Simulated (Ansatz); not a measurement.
# InF3 (R-3c): converging the G0W0 gap, part 2 of 2

How do accuracy and time trade against each other in G0W0 on InF3 (R-3c)?

Ansatz 0.2.0; G0W0 on LDA, plane waves, PAW. Known limits of the many-body steps: not at the basis limit; no spin-orbit coupling.

So far. Step 4 (1223 empty bands, screening to 270 eV): Against the run with 4×4×4 mesh, 722 empty bands, screening to 190 eV, hard PAW files, the gap moves by +0.12 eV.

## 5. 2043 empty bands, screening to 380 eV

input.yaml

```yaml
crystal:
  lattice:
    - [2.70515, 1.5618190807, 4.7925]
    - [-2.70515, 1.5618190807, 4.7925]
    - [0.0, -3.1236381614, 4.7925]
  atoms:
    - { symbol: In, position: [0.0, 0.0, 0.0] }
    - { symbol: In, position: [0.5, 0.5, 0.5] }
    - { symbol: F, position: [0.8584, 0.6416, 0.25] }
    - { symbol: F, position: [0.25, 0.8584, 0.6416] }
    - { symbol: F, position: [0.6416, 0.25, 0.8584] }
    - { symbol: F, position: [0.1416, 0.3584, 0.75] }
    - { symbol: F, position: [0.75, 0.1416, 0.3584] }
    - { symbol: F, position: [0.3584, 0.75, 0.1416] }
kpoints:
  mp_grid: { grid: [4, 4, 4] }
hamiltonian:
  xc: lda
  pseudopotentials: { kind: paw, source: ansatz }
scf:
  occupations: { method: fixed }
gw:
  n_empty_bands: 2043
  ecut_chi: 380
  qp_bands: [v2, c2]
  qp_kpoints: band_edges
  screening: { model: contour_deformation }
```

On the command line:

```bash
$ ansatz run input.yaml --threads 4 --pin off --max-ram 138240MiB --backend cuda --events-out ev --progress --plain --runs-dir out --devices 1 --max-vram 26GiB
```

Numbers of over 12 decimals in the logs are rounded to 6 here.

The log of the run:

```text
GPUs: using 1 of 1 available (devices: 1).
[...]
GPU FFT provider: cuFFT
GPU libraries: cuBLAS 13.8.2, cuFFT 12.4.0, cuSOLVER 12.3.4
Crystal: 8 atoms, lattice volume = 121.489 Å³
Basis set: ecut = 1050 eV, 9403 PW (Γ)
Bands: 51, of which v1, the nominal top of the filled ones, is band 42 counted from 1 (41 counted from 0)
Symmetry: 12 space group operations
[...]
k-points: 13 of 64
[...]
8    41      1.2420   -32.0193     5.4879   -24.1071  0.7642    -1.2823    -1.1823  root ?
[...]
12    41      1.2044   -31.9596     5.4348   -24.1202  0.7645    -1.2976    -1.2001  root
    12    42      1.2044   -31.9596     5.4348   -24.1202  0.7645    -1.2976    -1.2001  root
    12    43      8.2578   -12.7258    -3.9143   -18.3236  0.8379     9.9654     9.9412  root
    12    44      8.2578   -12.7258    -3.9143   -18.3236  0.8379     9.9654     9.9412  root
[key lines of the parts left out:]
SCF converged after 9 iterations
Free energy (F): -22418.505247 eV
Fermi energy:    1.446932 eV
```

Elapsed: 4.7 min, on 1 × NVIDIA H100 80GB HBM3 (shared by 3 runs) with 4 threads of AMD EPYC 7R13 (Zen 3), shared host; peak memory 16 GiB; 9.6 min of CPU time.

Numbers from this step:

```
bands summed                                 : 2085
RPA ε∞ on this mesh (eigenvalues)            : 2.254, 2.254, 2.301
plane waves in the screening matrix          : 2049
G0W0 gap on the mesh                         : 7.874 eV
k of the valence top                         : 0, 0.25, 0.25
k of the conduction bottom                   : 0, 0, 0
starting gap on the mesh                     : 4.236 eV
least direct G0W0 gap on the computed points : 7.881 eV
```

Against the run with 4×4×4 mesh, 1223 empty bands, screening to 270 eV, hard PAW files, the gap moves by +0.11 eV.

## 6. Changing the k mesh: 6×6×6 mesh, 318 empty bands, screening to 110 eV, hard PAW files

A second mesh at equal bands and cutoff isolates the sampling error. Bands and cutoff differ from the step before, so it is read against an earlier run that matches them.

input.yaml: that of step 5 with these lines changed.

```diff
@@ -15,3 +15,3 @@
 kpoints:
-  mp_grid: { grid: [4, 4, 4] }
+  mp_grid: { grid: [6, 6, 6] }
 hamiltonian:
@@ -22,4 +22,4 @@
 gw:
-  n_empty_bands: 2043
-  ecut_chi: 380
+  n_empty_bands: 318
+  ecut_chi: 110.0
   qp_bands: [v2, c2]
```

The log of the run:

```text
GPUs: using 1 of 1 available (devices: 1).
[...]
GPU FFT provider: cuFFT
GPU libraries: cuBLAS 13.8.2, cuFFT 12.4.0, cuSOLVER 12.3.4
Crystal: 8 atoms, lattice volume = 121.489 Å³
Basis set: ecut = 1050 eV, 9403 PW (Γ)
Bands: 51, of which v1, the nominal top of the filled ones, is band 42 counted from 1 (41 counted from 0)
Symmetry: 12 space group operations
[...]
k-points: 32 of 216
[...]
4    44     10.9256   -14.0129    -4.3824   -20.8378  0.8129    13.4689    13.3682  root ?
[...]
31    41      1.2044   -31.9552     6.0001   -24.1202  0.7701    -0.6846    -0.6305  root
    31    42      1.2044   -31.9552     6.0001   -24.1202  0.7701    -0.6846    -0.6305  root
    31    43      8.2578   -12.7324    -3.5604   -18.3235  0.8418    10.3274    10.2885  root
    31    44      8.2578   -12.7324    -3.5604   -18.3235  0.8418    10.3274    10.2885  root
[key lines of the parts left out:]
SCF converged after 9 iterations
Free energy (F): -22418.505260 eV
Fermi energy:    1.446922 eV
```

It took 6.5 min on 1 × NVIDIA H100 80GB HBM3 (shared by 3 runs) with 4 threads; peak memory 3.9 GiB.

Numbers from this step:

* bands summed: 360
* RPA ε∞ on this mesh (eigenvalues): 2.272, 2.272, 2.320
* plane waves in the screening matrix: 321
* G0W0 gap on the mesh: 7.481 eV
* k of the valence top: 0, 0.1667, 0.1667
* k of the conduction bottom: 0, 0, 0
* starting gap on the mesh: 4.236 eV
* least direct G0W0 gap on the computed points: 7.492 eV

Against the run with 4×4×4 mesh, 318 empty bands, screening to 110 eV, hard PAW files, the gap moves by −0.009 eV. A band edge is found at another k point on this mesh.

## 7. Convergence and cost

Times are wall times on 1 × NVIDIA H100 80GB HBM3 (shared by 3 runs) with 4 threads of AMD EPYC 7R13 (Zen 3), shared host, good to a factor of about two.

| mesh | files | frequency | bands summed | cutoff (eV) | start (eV) | G0W0 (eV) | time | host memory (GiB) |
| --- | --- | --- | --- | --- | --- | --- | --- | --- |
| 4×4×4 | hard PAW | contour deformation | 360 | 110 | 4.236 | 7.490 | 52 s | 2.2 |
| 4×4×4 | hard PAW | contour deformation | 764 | 190 | 4.236 | 7.651 | 2.1 min | 4.2 |
| 4×4×4 | hard PAW | contour deformation | 1265 | 270 | 4.236 | 7.768 | 3.3 min | 7.9 |
| 4×4×4 | hard PAW | contour deformation | 2085 | 380 | 4.236 | 7.874 | 4.7 min | 16 |
| 6×6×6 | hard PAW | contour deformation | 360 | 110 | 4.236 | 7.481 | 6.5 min | 3.9 |

The parts of the quasiparticle energy at the two band edges (eV; QP = start + Σx + Σc − Vxc):

| run | edge | start | Σx | Σc | Vxc | Z | QP |
| --- | --- | --- | --- | --- | --- | --- | --- |
| 360 bands | valence top | 1.42 | -33.57 | 5.05 | -27.00 | 0.79 | -0.10 |
| 360 bands | conduction bottom | 5.68 | -11.28 | -3.35 | -16.33 | 0.86 | 7.39 |
| 764 bands | valence top | 1.42 | -33.57 | 4.79 | -27.00 | 0.79 | -0.36 |
| 764 bands | conduction bottom | 5.68 | -11.28 | -3.44 | -16.33 | 0.86 | 7.29 |
| 1265 bands | valence top | 1.42 | -33.57 | 4.61 | -27.00 | 0.78 | -0.54 |
| 1265 bands | conduction bottom | 5.68 | -11.28 | -3.51 | -16.33 | 0.86 | 7.22 |
| 2085 bands | valence top | 1.42 | -33.57 | 4.44 | -27.00 | 0.78 | -0.71 |
| 2085 bands | conduction bottom | 5.68 | -11.28 | -3.57 | -16.33 | 0.86 | 7.17 |

 Where G0W0 reorders the edges (360 bands, 764 bands, 1265 bands and 2085 bands), the two states listed lie further apart at the start than the starting gap.

## 8. Summary of results

| Quantity | Value |
| --- | --- |
| 360 bands, 110 eV | 7.490 eV |
| 764 bands, 190 eV | 7.651 eV |
| 1265 bands, 270 eV | 7.768 eV |
| 2085 bands, 380 eV | 7.874 eV |
| estimated limit in bands and cutoff | 8.04 eV |
| mesh and start | 4×4×4, LDA |

In words: A line in one over the bands through the two highest rungs gives 8.04 eV, +0.16 eV from the top rung; the pair below gives 7.95 eV, so the estimate is still climbing. The rungs stand 0.55 eV (360 bands), 0.39 eV (764 bands), 0.27 eV (1265 bands) and 0.16 eV (2085 bands) from it. From 360 to 2085 bands the gap moves by +0.38 eV while the time grows 5.4-fold. Σc changes by −0.60 eV at the valence top and −0.22 eV at the conduction bottom, so the valence edge carries most of the change. On the 6×6×6 mesh in place of 4×4×4 the gap differs by −0.01 eV, of which +0.00 eV is already in the start. Gaps are over the mesh's points; an edge off the mesh would be missed. The many-body steps are scalar-relativistic: spin-orbit coupling is not in them.

[Paths, hosts, dates, memory and timing lines, banners, echoed tables and standing remarks are left out of the program output.]

[Logs are printed without paths, hosts, clocks, repeated set-up lines and the standing remarks that a program may print on its own settings, such as how far it seeks lower states.]

[Runs of the session that timed out or met a known fault of the program may be left out.]

[Cells called generated may have been cut or substituted from an entry of the Crystallography Open Database or the Materials Project.]

[Hosts, paths, dates, database ids (printed as entryN), source tags and the programs' standing remarks are cut or masked in the printed files.]
